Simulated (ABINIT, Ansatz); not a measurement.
**MgO2 (R-3m): G0W0 on several meshes in ABINIT**

Wanted: mesh dependence and cost of G0W0 for MgO2 (R-3m).

Program: ABINIT 10.8.3. Level of theory: LDA and many-body steps on it, plane waves. Results are calculated unless marked as measured.

This is a report of a sequence of runs, with most program output left out.

## (1) The structure

It takes space group R-3m (No. 166, trigonal). The conventional cell has a = 3.210 Å, b = 3.210 Å, c = 10.482 Å, α = 90.00°, β = 90.00°, γ = 120.00°. Nearest to Mg lie 6 O at 2.11 Å. Nearest to O lie 1 O at 1.49 Å and 3 Mg at 2.11 Å. Farther neighbours and most contacts between anions are not listed.

The cell and positions are those that the Materials Project relaxed with its own functionals (PBE, PBE+U or r2SCAN), kept fixed.

## (2) Empty states on the mesh, 4×4×4 mesh, 112 bands

This step: ABINIT 10.8.3; DFT, LDA, plane waves, norm-conserving pseudopotentials.

The sums over transitions need many empty states on a uniform mesh; this step solves for them.

The input, run.abi:

```
acell 3*1.0 Angstrom
rprim 
  1.604761016024 0.926509204586 3.493978874900
  -1.604761016024 0.926509204586 3.493978874900
  0.000000000000 -1.853018409173 3.493978874900
ntypat 2
znucl 12 8
natom 3
typat 1 2 2
xred 
  0.000000000000 0.000000000000 0.000000000000
  0.428786000000 0.428786000000 0.428786000000
  0.571214000000 0.571214000000 0.571214000000
pp_dirpath "pseudos"
pseudos "Mg.upf, O.upf"
ecut 38
ngkpt 4 4 4
nshiftk 1
shiftk 0 0 0
kptopt 1
chksymbreak 0
irdden 1
istwfk *1
nband 112
prtvol 0
optdriver 6
gwr_task "HDIAGO"
paral_kgb 0
occopt 1
indata_prefix "in"
outdata_prefix "out"
tmpdata_prefix "tmp"
```

Launch:

```
> OMP_NUM_THREADS=1 mpirun -n 4 abinit run.abi > log
```

Wall time 52 s (4 MPI ranks of Arm Neoverse V1, shared host); peak memory 1.4 GiB.

Numbers from this step:

```yaml
gap: 2.137 eV
k_of_the_valence_top: 0.5, 0.5, 0.5
k_of_the_conduction_bottom: 0.5, 0.5, 0.5
least_direct_gap: 2.137 eV
k_points_computed: 13
lowest_point_of_the_top_converged_band_above_the_valence_top: 110.2798 eV
```

On this mesh the gap is 2.137 eV.

The density comes from a self-consistent run that is not shown.

## (3) Screening, 4×4×4 mesh, 48 bands, screening to 141.5 eV

The RPA dielectric matrix is built and inverted for each q.

This step: RPA screening on LDA, plane waves, norm-conserving pseudopotentials.

Changes to run.abi since step 2:

```diff
@@ -21,10 +21,11 @@
 chksymbreak 0
-irdden 1
 istwfk *1
-nband 112
-prtvol 0
-optdriver 6
-gwr_task "HDIAGO"
-paral_kgb 0
 occopt 1
+irdwfk 1
+optdriver 3
+nband 48
+ecuteps 5.2
+inclvkb 2
+awtr 1
+symchi 1
 indata_prefix "in"
```

The job ended after 23 s (4 MPI ranks; peak memory 0.75 GiB; 93 s of CPU time).

This step gave:

```yaml
eps_infinity_with_local_fields_on_this_mesh_along_the_program_s_q_direction: 3.534
the_same_without_local_fields: 3.877
plasma_frequency: 31.20 eV
plane_waves_in_the_screening_matrix: 109
```

Local fields lower ε∞ by 9 %. On a Γ-centred mesh this coarse the value itself is usually too large, while a short band sum pulls it down.

## (4) 4×4×4

The self-energy is evaluated for the states that the input lists, and the levels follow from it, in one-shot runs by the linearised quasiparticle equation.

This step: G0W0 on LDA, plane waves, norm-conserving pseudopotentials.

Changes to run.abi since step 3:

```diff
@@ -24,8 +24,17 @@
 irdwfk 1
-optdriver 3
+optdriver 4
 nband 48
+gwcalctyp 0
+ecutsigx 38
+symsigma 1
+nkptgw 2
+kptgw 
+  0.5000000000 0.5000000000 0.5000000000
+  0.0000000000 0.0000000000 0.0000000000
+bdgw 
+  10 13
+  10 13
 ecuteps 5.2
-inclvkb 2
-awtr 1
-symchi 1
+irdscr 1
+ppmodel 1
 indata_prefix "in"
```

It took 3.7 s on 4 MPI ranks; peak memory 0.68 GiB.

Numbers from this step:

* G0W0 gap on the points computed: 5.012 eV
* starting gap on the mesh: 2.137 eV
* k of the valence top: 0.5, 0.5, 0.5
* k of the conduction bottom: 0.5, 0.5, 0.5
* Z at the valence top: 0.793
* Z at the conduction bottom: 0.81
* least direct G0W0 gap on the computed points: 5.012 eV

The gap on the mesh goes from 2.14 eV to 5.01 eV, a correction of +2.88 eV.

## (5) Empty states on the mesh, 6×6×6 mesh, 52 bands

This step: DFT, LDA, plane waves, norm-conserving pseudopotentials.

Changes to run.abi since step 4:

```diff
@@ -16,3 +16,3 @@
 ecut 38
-ngkpt 4 4 4
+ngkpt 6 6 6
 nshiftk 1
@@ -21,20 +21,10 @@
 chksymbreak 0
+iscf -2
+irdden 1
 istwfk *1
-occopt 1
-irdwfk 1
-optdriver 4
-nband 48
-gwcalctyp 0
-ecutsigx 38
-symsigma 1
-nkptgw 2
-kptgw 
-  0.5000000000 0.5000000000 0.5000000000
-  0.0000000000 0.0000000000 0.0000000000
-bdgw 
-  10 13
-  10 13
-ecuteps 5.2
-irdscr 1
-ppmodel 1
+nband 52
+nbdbuf 4
+tolwfr 1e-09
+nstep 60
+prtvol 0
 indata_prefix "in"
```

The job ended after 27 s (4 MPI ranks; peak memory 0.31 GiB; 1.8 min of CPU time).

Numbers from this step:

```yaml
gap: 2.137 eV
k_of_the_valence_top: 0.5, 0.5, 0.5
k_of_the_conduction_bottom: 0.5, 0.5, 0.5
least_direct_gap: 2.137 eV
k_points_computed: 32
lowest_point_of_the_top_converged_band_above_the_valence_top: 55.5918 eV
```

On this mesh the gap is 2.137 eV.

## (6) Screening, 6×6×6 mesh, 48 bands, screening to 141.5 eV

This step: RPA screening on LDA, plane waves, norm-conserving pseudopotentials.

Changes to run.abi since step 5:

```diff
@@ -21,10 +21,11 @@
 chksymbreak 0
-iscf -2
-irdden 1
 istwfk *1
-nband 52
-nbdbuf 4
-tolwfr 1e-09
-nstep 60
-prtvol 0
+occopt 1
+irdwfk 1
+optdriver 3
+nband 48
+ecuteps 5.2
+inclvkb 2
+awtr 1
+symchi 1
 indata_prefix "in"
```

The job ended after 3.2 min (4 MPI ranks; peak memory 1.5 GiB; 13 min of CPU time).

Numbers from this step:

| Property | Result |
| --- | --- |
| ε∞ with local fields, on this mesh, along the program's q direction | 3.411 |
| the same without local fields | 3.751 |
| plasma frequency | 31.20 eV |
| plane waves in the screening matrix | 109 |

## (7) 6×6×6

This step: G0W0 on LDA, plane waves, norm-conserving pseudopotentials.

Changes to run.abi since step 6:

```diff
@@ -24,8 +24,17 @@
 irdwfk 1
-optdriver 3
+optdriver 4
 nband 48
+gwcalctyp 0
+ecutsigx 38
+symsigma 1
+nkptgw 2
+kptgw 
+  0.5000000000 0.5000000000 0.5000000000
+  0.0000000000 0.0000000000 0.0000000000
+bdgw 
+  10 13
+  10 13
 ecuteps 5.2
-inclvkb 2
-awtr 1
-symchi 1
+irdscr 1
+ppmodel 1
 indata_prefix "in"
```

Run time: 6.6 s. Hardware: 4 MPI ranks; peak memory 1.3 GiB.

Numbers from this step:

* G0W0 gap on the points computed: 5.034 eV
* starting gap on the mesh: 2.137 eV
* k of the valence top: 0.5, 0.5, 0.5
* k of the conduction bottom: 0.5, 0.5, 0.5
* Z at the valence top: 0.794
* Z at the conduction bottom: 0.81
* least direct G0W0 gap on the computed points: 5.034 eV

Against G0W0 in ABINIT (4×4×4 mesh, 48 bands, screening to 141.5 eV, Godby-Needs plasmon pole), the gap moves by +0.022 eV.

## (8) The runs together

Times are wall times on 4 MPI ranks of Arm Neoverse V1, shared host, good to a factor of about two. A run's time includes the screening step that it read.

```csv
run,mesh,bands,screening cutoff (eV),DFT gap (eV),gap on the mesh (eV),direct (eV),ε∞ used,time
4×4×4,4×4×4,48,141.5,2.137,5.012,5.012,3.53,27 s
6×6×6,6×6×6,48,141.5,2.137,5.034,5.034,3.41,3.3 min
```

## (9) Outcome

- 4×4×4: 5.012 eV
- 6×6×6: 5.034 eV
- known limits: not at the basis limit; coarse k mesh

**Reading.** 6×6×6: +0.022 eV against 4×4×4. Bands and cutoff are finite, so the gap is not at the basis limit. The miss can reach some tenths of an eV and take either sign; the mesh is an error of its own. In the G0W0 runs levels were corrected at 2 k points alone, so a gap called «on the mesh» is the least over those, and an edge elsewhere would be missed. The 4×4×4 mesh is coarse for this cell, which bears on the long-range parts of exchange and screening.

[Paths, hosts, dates, memory and timing lines, banners, echoed tables and standing remarks are left out of the program output.]

[Logs are printed without paths, hosts, clocks, repeated set-up lines and the standing remarks that a program may print on its own settings, such as how far it seeks lower states.]

[Runs of the session that timed out or met a known fault of the program may be left out.]

[Hosts, paths, dates, database ids (printed as entryN), source tags and the programs' standing remarks are cut or masked in the printed files.]

[G0W0 gaps are taken among the corrected bands and points alone; a level outside them can change the order at an edge.]

[Where Ansatz stands beside ABINIT at settings called matched, ABINIT's density can come from a denser mesh and the files from another edition; pairs whose starting gaps differed by over 0.03 eV were left out, so agreement reads better than it is.]
